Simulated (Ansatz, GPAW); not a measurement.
**Optical response of KSrCl3 (model structure)**

Wanted: where KSrCl3 (model structure) starts to absorb, how strongly, and its refractive index. The cell was made here by substitution or stacking, whether or not such a phase is known. It was built so: All Ca replaced by Sr and F replaced by Cl in the Pm-3m structure of KCaF3. The cell is first relaxed with Ansatz.

Method: DFT, RPBE, plane-wave PAW (GPAW data sets), scalar-relativistic, RPA, optical limit, in GPAW 26.7.0.

Report form: the programs' logs are mostly left out.

**1. Starting point**

It takes space group Pm-3m (No. 221, cubic). Conventional cell: a = 5.611 Å, b = 5.611 Å, c = 5.611 Å, α = 90.00°, β = 90.00°, γ = 90.00°. Nearest to Sr lie 6 Cl at 2.81 Å. K has 12 Cl at 3.97 Å nearest. Nearest to Cl lie 2 Sr at 2.81 Å and 4 K at 3.97 Å. All Ca replaced by Sr and F replaced by Cl in the Pm-3m structure of KCaF3. Farther neighbours and most contacts between anions are not listed.

Coordinates:

```cif
data_structure
_symmetry_space_group_name_H-M 'Pm-3m'
_symmetry_Int_Tables_number 221
_cell_length_a 5.6111
_cell_length_b 5.6111
_cell_length_c 5.6111
_cell_angle_alpha 90.000
_cell_angle_beta 90.000
_cell_angle_gamma 90.000
_cell_volume 176.66
loop_
_atom_site_label
_atom_site_type_symbol
_atom_site_symmetry_multiplicity
_atom_site_Wyckoff_symbol
_atom_site_fract_x
_atom_site_fract_y
_atom_site_fract_z
_atom_site_occupancy
Sr1 Sr 1 a 0.00000 0.00000 0.00000 1
K1 K 1 b 0.50000 0.50000 0.50000 1
Cl1 Cl 3 d 0.50000 0.00000 0.00000 1
```

**2. Relaxation**

Spectra hang on bond lengths, so the cell is first brought to its minimum.

This step: DFT, RPBE, plane-wave PAW, default files, scalar-relativistic, relaxation (Ansatz 0.2.0).

Contents of input.yaml:

```yaml
crystal:
  lattice:
    - [5.61112095, 0.0, 0.0]
    - [0.0, 5.61112095, 0.0]
    - [0.0, 0.0, 5.61112095]
  atoms:
    - { symbol: Sr, position: [0.0, 0.0, 0.0] }
    - { symbol: K, position: [0.5, 0.5, 0.5] }
    - { symbol: Cl, position: [0.5, 0.0, 0.0] }
    - { symbol: Cl, position: [0.0, 0.0, 0.5] }
    - { symbol: Cl, position: [0.0, 0.5, 0.0] }
kpoints:
  mp_grid: { grid: [4, 4, 4] }
scf:
  occupations: { method: fermi_dirac, width: 0.05 }
hamiltonian:
  xc: rpbe
output:
  forces: true
  stress: true
relax:
  f_tol: 0.02
  max_steps: 50
  cell: {}
```

Command:

```console
$ ansatz run input.yaml --threads 1 --pin off --max-ram 4096MiB --backend cpu --events-out ev --progress --plain --runs-dir out
```

It took 12 s on 1 thread of Arm Neoverse V1, shared host; peak memory 0.39 GiB.

Relaxation path:

| step | energy less that of the first step (eV) | largest force component (eV/Å) | pressure (GPa) | volume (Å³) |
| --- | --- | --- | --- | --- |
| 1 | 0.0000 | 0.0000 | 2.02 | 176.66 |
| 2 | -0.0799 | 0.0000 | 0.80 | 185.92 |
| 3 | -0.0984 | 0.0000 | 0.11 | 192.61 |
| 4 | -0.0987 | 0.0000 | 0.00 | 193.77 |
| 5* | -0.0990 | 0.0000 | 0.00 | 193.77 |

Relaxation steps marked * repeat the geometry before them on a plane-wave basis chosen anew for their cell, so energy and pressure can jump there.

Forces are held to the 48 operations that the run works with; a distortion that breaks them can't arise in this run.

| conventional cell, symmetrised | before | after | change |
| --- | --- | --- | --- |
| a (Å) | 5.611 | 5.787 | +3.1 % |
| b (Å) | 5.611 | 5.787 | +3.1 % |
| c (Å) | 5.611 | 5.787 | +3.1 % |
| volume (Å³/atom) | 35.33 | 38.75 | +9.7 % |

Final coordinates:

```xyz
5
Lattice="5.7867 0.0000 0.0000 0.0000 5.7867 0.0000 0.0000 0.0000 5.7867" Properties=species:S:1:pos:R:3 pbc="T T T"
Sr    0.0000    0.0000    0.0000
K     2.8934    2.8934    2.8934
Cl    2.8934    0.0000    0.0000
Cl    0.0000    0.0000    2.8934
Cl    0.0000    2.8934    0.0000
```

The relaxation ends with a pressure of 0.00 GPa.

**3. Ground state**

First the ground state: is it a metal or has it a gap?

This step: DFT, RPBE, plane-wave PAW (GPAW data sets), scalar-relativistic, ground state (GPAW 26.7.0).

Contents of gs.py:

```python
from ase import Atoms
from ase.dft.bandgap import bandgap
from gpaw import GPAW, PW, FermiDirac

atoms = Atoms(['Sr', 'K', 'Cl', 'Cl', 'Cl'],
              cell=[[5.786715914800, 0.000000000000, 0.000000000000],
                    [0.000000000000, 5.786715914800, 0.000000000000],
                    [0.000000000000, 0.000000000000, 5.786715914800]],
              scaled_positions=[[1.000000000000, 0.000000000000, 0.000000000000],
                                [0.500000000000, 0.500000000000, 0.500000000000],
                                [0.500000000000, 1.000000000000, 0.000000000000],
                                [1.000000000000, 1.000000000000, 0.500000000000],
                                [1.000000000000, 0.500000000000, 0.000000000000]],
              pbc=[True, True, True])
atoms.calc = GPAW(mode=PW(500), xc='RPBE', kpts={'size': (4, 4, 4), 'gamma': True},
                  occupations=FermiDirac(0.05), maxiter=150, txt='gs.txt')
print('energy (eV)', atoms.get_potential_energy())
print('Fermi level (eV)', atoms.calc.get_fermi_level())
print('valence electrons', atoms.calc.get_number_of_electrons())
print('gap (eV)', bandgap(atoms.calc, output=None)[0])
print('direct gap (eV)', bandgap(atoms.calc, direct=True, output=None)[0])
atoms.calc.write('gs.gpw')
```

Command:

```console
$ OMP_NUM_THREADS=1 python gs.py
```

Wall time 18 s (1 thread); peak memory 0.2 GiB.

This step gave:

| Property | Result |
| --- | --- |
| energy | -18.55 eV |
| Fermi energy | 0.9062 eV |
| gap on the k-mesh | 4.564 eV |
| direct gap on the mesh | 4.794 eV |
| electrons | 40 |

There is a gap, 4.56 eV on this mesh (points off the mesh can give less), so no carriers' term is needed.

**4. Bands for the response**

The response needs many more empty bands than the density does.

This step: DFT, RPBE, plane-wave PAW (GPAW data sets), scalar-relativistic, bands at fixed density (GPAW 26.7.0).

Contents of nscf.py:

```python
from ase.dft.bandgap import bandgap
from gpaw import GPAW, FermiDirac

calc = GPAW('gs.gpw').fixed_density(kpts={'size': (6, 6, 6), 'gamma': True}, nbands=87, convergence={'bands': 81},
                                    occupations=FermiDirac(0.001), txt='nscf.txt')
print('gap (eV)', bandgap(calc, output=None)[0])
print('direct gap (eV)', bandgap(calc, direct=True, output=None)[0])
print('top band over the Fermi level (eV)', min(calc.get_eigenvalues(kpt=k)[80] for k in range(len(calc.get_ibz_k_points()))) - calc.get_fermi_level())
calc.write('full.gpw', mode='all')
```

Command:

```console
$ OMP_NUM_THREADS=1 python nscf.py
```

Run time: 4.6 min. Hardware: 1 thread; peak memory 0.36 GiB.

**5. Dielectric function, RPA**

Transitions between filled and empty bands, summed over the zone, give the optical response, so mesh, band count and broadening shape it.

The induced potential is part of this response.

This step: DFT, RPBE, plane-wave PAW (GPAW data sets), scalar-relativistic, RPA, optical limit (GPAW 26.7.0).

Contents of df.py:

```python
from gpaw.response.df import DielectricFunction

df = DielectricFunction('full.gpw', frequencies={'type': 'nonlinear', 'domega0': 0.03, 'omega2': 8},
                        ecut=30,
                        eta=0.05,
                        nbands=81,
                        txt='df.txt')
for direction in ['x']:
    df.get_dielectric_function(xc='RPA', direction=direction, filename=f'df_{direction}.csv')
```

Command:

```console
$ OMP_NUM_THREADS=1 python df.py
```

Run time: 34 s. Hardware: 1 thread; peak memory 0.44 GiB.

Numbers from this step:

```
electronic dielectric constant ε∞, mean over x, y and z (by symmetry where fewer were run) : 2.113
```

Some rows of df_x.csv (energy; Re and Im without local fields; Re and Im with them):

```text
0.000000, 2.469861, 0.000000, 2.113410, 0.000000
0.555532, 2.475482, 0.001018, 2.117455, 0.000732
1.143969, 2.494132, 0.002173, 2.130883, 0.001565
1.768324, 2.529864, 0.003598, 2.156635, 0.002595
2.431988, 2.589874, 0.005547, 2.199979, 0.004013
3.138794, 2.688255, 0.008620, 2.271370, 0.006278
3.893091, 2.858729, 0.014835, 2.396580, 0.011011
4.699832, 3.268858, 0.067781, 2.716473, 0.057982
5.564682, 3.471496, 0.419397, 2.771067, 0.359670
6.494155, 4.244619, 0.992817, 3.099248, 0.701193
7.495775, 1.791164, 4.626716, 2.412105, 3.367079
8.578281, 2.178807, 1.705932, 1.754002, 1.177108
9.751884, 0.102133, 1.713792, 0.143074, 1.862966
11.028587, 0.837261, 1.221359, 0.797141, 0.956302
12.422601, 1.096817, 1.484076, 0.879182, 0.758574
13.950874, 1.006119, 1.975815, 1.146352, 0.445257
15.633783, 0.466508, 0.463000, 0.544276, 0.764107
17.496047, 0.833285, 0.701688, 1.098890, 0.457603
19.567954, 1.149486, 0.560879, 0.994073, 0.738666
```

The Im ε, E ∥ x has structure finer than the step of the table below, so its rows give means over 1 eV, whole bins alone (the curve runs from 0 to 19.9 eV). Peaks (eV: height): 6.0: 0.935, 7.0: 2.24, 7.6: 3.49, 9.0: 2.46, 9.6: 2.58, 11.3: 1.25, 15.1: 1.14.

Sum at mesh points, not converged in k; values under the direct gap are tails of Lorentzian lines. The Im ε, E ∥ x by photon energy; means over each step:

| photon energy (eV) | Im ε, E ∥ x |
| --- | --- |
| 1 | 0.00137 |
| 2 | 0.00308 |
| 3 | 0.00586 |
| 4 | 0.0133 |
| 5 | 0.256 |
| 6 | 0.590 |
| 7 | 1.82 |
| 8 | 1.95 |
| 9 | 1.82 |
| 10 | 1.40 |
| 11 | 1.06 |
| 12 | 0.860 |
| 13 | 0.541 |
| 14 | 0.484 |
| 15 | 0.871 |
| 16 | 0.538 |
| 17 | 0.538 |
| 18 | 0.559 |
| 19 | 0.769 |

The reflectivity at normal incidence, E ∥ x has structure finer than the step of the table below, so its rows give means over 0.5 eV, whole bins alone (the curve runs from 0 to 19.9 eV). Peaks (eV: height): 5.87: 8.44, 6.93: 14.2, 7.55: 18.7, 8.96: 13.6, 9.68: 19.2, 10.95: 6.85, 11.40: 7.40.

Sum at mesh points, not converged in k. Table of reflectivity at normal incidence, E ∥ x by photon energy; means over each step:

photon energy (eV), reflectivity at normal incidence, E ∥ x (%) and a bar:
```
      0.5        3.4 #####
      1.0        3.5 #####
      1.5        3.6 #####
      2.0        3.7 #####
      2.5        3.8 #####
      3.0        4.0 ######
      3.5        4.3 ######
      4.0        4.7 #######
      4.5        5.5 #########
      5.0        6.6 ###########
      5.5        6.7 ###########
      6.0        7.3 ############
      6.5        8.8 ###############
      7.0       12.5 #######################
      7.5       16.0 ##############################
      8.0        9.1 ################
      8.5        6.8 ###########
      9.0       10.5 ###################
      9.5       14.2 ##########################
     10.0       11.3 #####################
     10.5        4.2 ######
     11.0        5.5 #########
     11.5        5.6 #########
     12.0        5.1 ########
     12.5        3.5 #####
     13.0        1.7 #
     13.5        1.3 
     14.0        1.3 
     14.5        1.9 #
     15.0        4.3 ######
     15.5        5.1 ########
     16.0        1.7 #
     16.5        1.2 
     17.0        1.9 ##
     17.5        1.3 
     18.0        1.7 #
     18.5        2.6 ###
     19.0        3.0 ####
     19.5        2.9 ####
```

The Im ε, E ∥ x has structure finer than the step of the table below, so its rows give means over 0.5 eV, whole bins alone (the curve runs from 0 to 19.9 eV). Peaks (eV: height): without local fields 5.97: 1.14, 6.93: 4.16, 7.50: 4.63, 8.89: 4.01, 12.02: 1.56, 13.86: 1.99; with local fields 5.97: 0.935, 6.99: 2.24, 7.55: 3.49, 8.96: 2.46, 9.62: 2.58, 11.33: 1.25, 15.05: 1.14.

Sum at mesh points, not converged in k; values under the direct gap are tails of Lorentzian lines. Im ε, E ∥ x against photon energy; means over each step:

| photon energy (eV) | without local fields | with local fields |
| --- | --- | --- |
| 0.5 | 9.2e-4 | 6.6e-4 |
| 1.0 | 0.00188 | 0.00136 |
| 1.5 | 0.00296 | 0.00213 |
| 2.0 | 0.00422 | 0.00305 |
| 2.5 | 0.00581 | 0.00420 |
| 3.0 | 0.00793 | 0.00577 |
| 3.5 | 0.0111 | 0.00812 |
| 4.0 | 0.0166 | 0.0124 |
| 4.5 | 0.0391 | 0.0319 |
| 5.0 | 0.274 | 0.243 |
| 5.5 | 0.509 | 0.439 |
| 6.0 | 0.802 | 0.644 |
| 6.5 | 1.10 | 0.723 |
| 7.0 | 3.17 | 1.77 |
| 7.5 | 3.91 | 2.90 |
| 8.0 | 2.25 | 1.74 |
| 8.5 | 1.93 | 1.37 |
| 9.0 | 3.01 | 1.95 |
| 9.5 | 2.59 | 2.25 |
| 10.0 | 1.33 | 1.21 |
| 10.5 | 1.28 | 0.912 |
| 11.0 | 1.43 | 1.07 |
| 11.5 | 1.22 | 1.01 |
| 12.0 | 1.38 | 0.904 |
| 12.5 | 1.25 | 0.673 |
| 13.0 | 1.09 | 0.496 |
| 13.5 | 1.04 | 0.451 |
| 14.0 | 1.83 | 0.483 |
| 14.5 | 1.59 | 0.577 |
| 15.0 | 1.17 | 0.966 |
| 15.5 | 0.618 | 0.889 |
| 16.0 | 0.616 | 0.464 |
| 16.5 | 0.889 | 0.452 |
| 17.0 | 0.629 | 0.599 |
| 17.5 | 0.666 | 0.475 |
| 18.0 | 0.711 | 0.557 |
| 18.5 | 0.610 | 0.715 |
| 19.0 | 0.462 | 0.773 |
| 19.5 | 0.538 | 0.738 |

The loss function −Im 1/ε at q → 0, E ∥ x has structure finer than the step of the table below, so its rows give means over 1 eV, whole bins alone (the curve runs from 0 to 19.9 eV). Peaks (eV: height): 10.1: 0.861, 11.0: 0.617, 11.4: 0.687, 12.3: 0.800, 12.6: 0.698, 15.6: 0.868, 19.7: 0.531.

Sum at mesh points, not converged in k; values under the direct gap are tails of Lorentzian lines. The loss function −Im 1/ε at q → 0, E ∥ x by energy loss; means over each step:

| energy loss (eV) | loss function −Im 1/ε at q → 0, E ∥ x |
| --- | --- |
| 1 | 3.0e-4 |
| 2 | 6.5e-4 |
| 3 | 0.00114 |
| 4 | 0.00221 |
| 5 | 0.0318 |
| 6 | 0.0659 |
| 7 | 0.114 |
| 8 | 0.334 |
| 9 | 0.288 |
| 10 | 0.612 |
| 11 | 0.526 |
| 12 | 0.630 |
| 13 | 0.522 |
| 14 | 0.299 |
| 15 | 0.389 |
| 16 | 0.522 |
| 17 | 0.367 |
| 18 | 0.312 |
| 19 | 0.436 |

At chosen wavelengths:

| wavelength (nm) | n | k | R (%) | 1/α |
| --- | --- | --- | --- | --- |
| 1064 | 1.46 | 0.001 | 3.5 | 155 µm |
| 633 | 1.47 | 0.001 | 3.6 | 50 µm |
| 532 | 1.48 | 0.001 | 3.8 | 33 µm |
| 450 | 1.49 | 0.002 | 3.9 | 22 µm |
| 405 | 1.50 | 0.002 | 4.1 | 16 µm |
| 308 | 1.56 | 0.004 | 4.8 | 6.1 µm |
| 193 | 1.76 | 0.208 | 8.1 | 74 nm |

Below the direct gap, k and the depth come from the tails of the Lorentzian lines, not from transitions.

Rows near the edge hang on the gap, which this functional as a rule makes too small, and phonon-assisted absorption is left out.

**6. Summary of results**

```yaml
electronic_dielectric_constant_eps_infinity_mean_over_x_y_and_z_by_symmetry_where_fewer_were_run_rpa: 2.11
```

At this level (RPBE, RPA) KSrCl3 has ε∞ = 2.11 and n = 1.46 at 1550 nm. The cell grew by 9.7 % in volume. On the mesh the gap is 4.56 eV and the least direct gap 4.79 eV, so on this mesh the band edges lie at different points. Local fields change the static value along x from 2.47 to 2.11 (-14 %). Excitons and phonon-assisted transitions are missing; RPBE gaps are as a rule too small, which pulls the onset down and ε∞ up. The sum runs over mesh points 0.18 Å⁻¹ apart with no interpolation, so peaks are partly noise of the mesh and static values carry its error.

[Machine, clock and banner lines and Python warnings are left out of the logs.]

[Logs are printed without paths, hosts, clocks, repeated set-up lines and the standing remarks that a program may print on its own settings, such as how far it seeks lower states.]

[Hosts, paths, dates, database ids (printed as entryN), source tags and the programs' standing remarks are cut or masked in the printed files.]
